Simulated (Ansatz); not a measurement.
# MgO (Periclase, Fm-3m): zone-centre modes under pressure, part 3 of 3

Aim: how do the optical modes of MgO (Periclase, Fm-3m) move with volume?

Ansatz 0.2.0; DFT LDA, scalar-relativistic, plane waves, PAW; PAW set soft_1.

So far, mean static dielectric tensor (ions relaxed, fixed cell): step 4 (modes at rest) 9.80; step 6 (volume ratio 1.06) 11.8.

The database entry behind the starting cell differs from later determinations by our own check (about 0.1 % long), so it need not match the best structure at ambient conditions.

## 7. Ground state of a member: 0.9 times the volume at rest

The cell is set to 0.9 times the volume at rest; symmetry leaves nothing else free, so this is a single point.

The input, input.yaml:

```yaml
crystal:
  lattice:
    - [0.0, 2.0085297753, 2.0085297753]
    - [2.0085297753, 0.0, 2.0085297753]
    - [2.0085297753, 2.0085297753, 0.0]
  atoms:
    - { symbol: O, position: [0.5, 0.5, 0.5] }
    - { symbol: Mg, position: [0.0, 0.0, 0.0] }
kpoints:
  mp_grid: { grid: [12, 12, 12] }
hamiltonian:
  xc: lda
  pseudopotentials: { kind: paw, azcp: { folder: soft_1 }, xc_functional: pbe }
scf:
  occupations: { method: fixed }
output:
  forces: true
  stress: true
  eigenvalues: true
```

The run is started by

```console
ansatz run input.yaml --threads 4 --pin off --max-ram 10240MiB --backend cpu --events-out ev --progress --plain --runs-dir out
```

Numbers of over 12 decimals in the logs are rounded to 6 here.

Output:

```text
[...]
Crystal: 2 atoms, lattice volume = 16.206 Å³
Basis set: ecut = 420 eV, 331 PW (Γ)
Bands: 12, of which v1, the nominal top of the filled ones, is band 8 counted from 1 (7 counted from 0)
Symmetry: 48 space group operations
[...]
k-points: 72 of 1728
[...]
--- Band table (eV; the first three rows and the last of 72) ---
  k-point 0: bands = [... 4 lower, -8.2237, 9.5758, 9.5758, 9.5758, 15.7513, 25.8837, 25.8837, 25.8837]
  k-point 1: bands = [... 4 lower, -8.1223, 9.0837, 9.5145, 9.5145, 16.1865, 24.9058, 26.0891, 26.0891]
  k-point 2: bands = [... 4 lower, -7.8340, 7.9393, 9.3513, 9.3513, 17.1168, 23.5565, 26.6044, 26.6044]
  k-point 71: bands = [... 4 lower, -6.0462, 6.1222, 6.1222, 7.4954, 21.9897, 21.9897, 23.2410, 26.8058]
[key lines of the parts left out:]
SCF converged after 7 iterations
Free energy (F): -2459.946744 eV
Fermi energy:    9.575841 eV
P = ⅓ Tr σ = 22.5223 GPa (225.223 kbar)
```

Wall time 0.76 s (4 threads of Arm Neoverse V1, shared host); peak memory 0.28 GiB.

Numbers from this step:

| Item | Value |
| --- | --- |
| pressure | 22.52 GPa |
| gap on the k-mesh | 6.175 eV |
| volume per atom | 8.103 Å³ |

The forces vanish by symmetry, at a pressure of 22.52 GPa.

## 8. Modes of this member: 0.9 times the volume at rest

The zone-centre modes follow for 0.9 times the volume at rest, with the response to a field.

input.yaml: that of step 7 with these lines changed.

```diff
@@ -16,4 +16,6 @@
 output:
-  forces: true
-  stress: true
   eigenvalues: true
+phonons:
+  method: dfpt
+  dielectric: true
+  rigid_motions: translations
```

Output:

```text
[...]
Crystal: 2 atoms, lattice volume = 16.206 Å³
Basis set: ecut = 420 eV, 331 PW (Γ), exchange–correlation on 40×40×40 points (8 copies of the dense FFT grid, shifted against one another)
Bands: 12, of which v1, the nominal top of the filled ones, is band 8 counted from 1 (7 counted from 0)
Symmetry: 48 space group operations
k-points: 163 of 1728 (irreducible under 8 space group operations, time reversal used)
[...]
optical modes at Γ + LO–TO along q̂ = [1.0000, 0.0000, 0.0000]:
      ω (cm⁻¹)  modes    IR ((D/Å)²/amu)
[...]
optical modes at Γ + LO–TO along q̂ = [0.0000, 1.0000, 0.0000]:
      ω (cm⁻¹)  modes    IR ((D/Å)²/amu)
        509.56      2            17.7227
        798.38      1             8.8613
  optical modes at Γ + LO–TO along q̂ = [0.0000, 0.0000, 1.0000]:
      ω (cm⁻¹)  modes    IR ((D/Å)²/amu)
        509.56      2            17.7227
        798.38      1             8.8613
[key lines of the parts left out:]
SCF converged after 8 iterations
Free energy (F): -2459.946745 eV
Fermi energy:    9.575856 eV
```

It took 4.2 s on 4 threads; peak memory 0.41 GiB.

Numbers from this step:

```yaml
sum_rule_residual_before_enforcement: 1.52e-4 eV/Å²
miss_of_the_charge_sum_rule: 1.80e-5 e
highest_optical_mode_at_the_zone_centre_no_lo_to_term: 509.6 cm⁻¹
lowest_optical_zone_centre_mode: 509.6 cm⁻¹
mean_high_frequency_dielectric_constant: 3.087
largest_born_charge_third_of_the_trace: -1.925 e
mean_static_dielectric_constant: 7.579
top_of_the_zone_centre_spectrum_with_the_field: 798.4 cm⁻¹
```

Without the LO-TO term. Patterns of degenerate modes are one choice out of their space. Modes at Γ, with each element's share of the kinetic energy:

```tsv
mode	frequency (cm⁻¹)	symmetry	O %	Mg %
1	0.0	acoustic	40	60
2	0.0	acoustic	40	60
3	0.0	acoustic	40	60
4	509.6	T1u	60	40
5	509.6	T1u	60	40
6	509.6	T1u	60	40
```

Transverse modes. Infrared lines, with heights relative to the strongest:

```tsv
position (cm⁻¹)	label	relative intensity
510	T1u	100
```

The optical mode without the LO-TO term lies at 509.6 cm⁻¹.

Between step 4 and this run (volume ratio 0.9) the value for the mean static dielectric tensor (ions relaxed, fixed cell) moves from 9.80 to 7.58 (-23 %).

## 9. All members side by side

The members are set side by side, also those not shown above.

Each row is one cell with its response, relaxed at fixed volume as far as symmetry leaves anything free; energies are extrapolated to zero smearing, and E0 is that at rest; shape and atoms are relaxed in each cell where symmetry leaves them free. State of the crystal along the series:

```tsv
volume ratio	V (Å³/atom)	pressure (GPa)	E - E0 (meV/atom)	gap on mesh (eV)	ε∞	ε0	largest Born charge in size, a third of the trace (e)	top mode with the field, highest of q along x, y and z (cm⁻¹)
0.9	8.103	22.52	57.79	6.175	3.087	7.579	1.925	798.4
0.92	8.283	17.03	35.57	5.924	3.105	7.944	1.934	780.2
0.94	8.463	12.09	19.31	5.684	3.123	8.344	1.942	762.8
0.96	8.643	7.634	8.262	5.456	3.142	8.783	1.951	746
0.98	8.823	3.616	1.945	5.237	3.162	9.267	1.96	729.9
0.99	8.913	1.756	0.4808	5.132	3.172	9.529	1.964	722.1
1	9.003	-0.009545	0	5.029	3.183	9.804	1.968	714.4
1.02	9.183	-3.277	1.848	4.83	3.205	10.4	1.976	699.5
1.04	9.363	-6.229	7.191	4.639	3.228	11.07	1.985	685
1.06	9.543	-8.894	15.73	4.456	3.251	11.82	1.993	671.1
```

Without the LO-TO term; each mode is tracked from rest by its pattern, and modes that stay within 0.3 cm⁻¹ of each other stand once; shape and atoms are relaxed in each cell where symmetry leaves them free. Optical modes along the series:

```tsv
V (Å³/atom)	mode 4 T1u (cm⁻¹)
8.103	509.6
8.283	487.8
8.463	466.7
8.643	446.2
8.823	426.4
8.913	416.6
9.003	407.1
9.183	388.3
9.363	369.9
9.543	352
```

From cubic fits (parabolas where under five rows exist) of ln ω and P against ln V through the rows within about 4 % of rest: γ = −d ln ω / d ln V and dω/dP = γ ω / B. Slopes at rest:

```tsv
mode	fitted frequency at rest (cm⁻¹)	Grüneisen parameter γ	dω/dP (cm⁻¹/GPa)
mode 4 T1u	407.1	2.34	5.53
longitudinal mode	714.4	1.07	4.43
```

## 10. What came out

| Item | Value |
| --- | --- |
| members | 10 |
| highest optical mode at the zone centre (no LO-TO term), at rest | 407.1 cm⁻¹ |
| bulk modulus at rest | 172 GPa |
| mode 4 T1u, γ | 2.34 |
| longitudinal mode, γ | 1.07 |

**Reading.** The series spans -8.9 to 22.5 GPa, and the slope at rest gives a bulk modulus of 172 GPa. The transverse optical mode has γ = 2.34 and moves by 5.5 cm⁻¹ for each GPa, the longitudinal one has γ = 1.07 and moves by 4.4. ε∞ is 3.18 at rest, with d ln ε∞ / d ln V = 0.34. One k mesh and one cutoff serve the ground states and modes of all volumes; the field response picks its own mesh. These are harmonic frequencies at zero temperature: anharmonic shifts, linewidths and thermal expansion are left out. The PAW files were made for PBE; the program adapts parts of them to the functional of the run, but their partial waves stay those of PBE, an approximation that was not tested in this session. Only the zone centre was solved, so an instability at another wavevector cannot show here.

[Logs are printed without paths, hosts, clocks, repeated set-up lines and the standing remarks that a program may print on its own settings, such as how far it seeks lower states.]

[Hosts, paths, dates, database ids (printed as entryN), source tags and the programs' standing remarks are cut or masked in the printed files.]
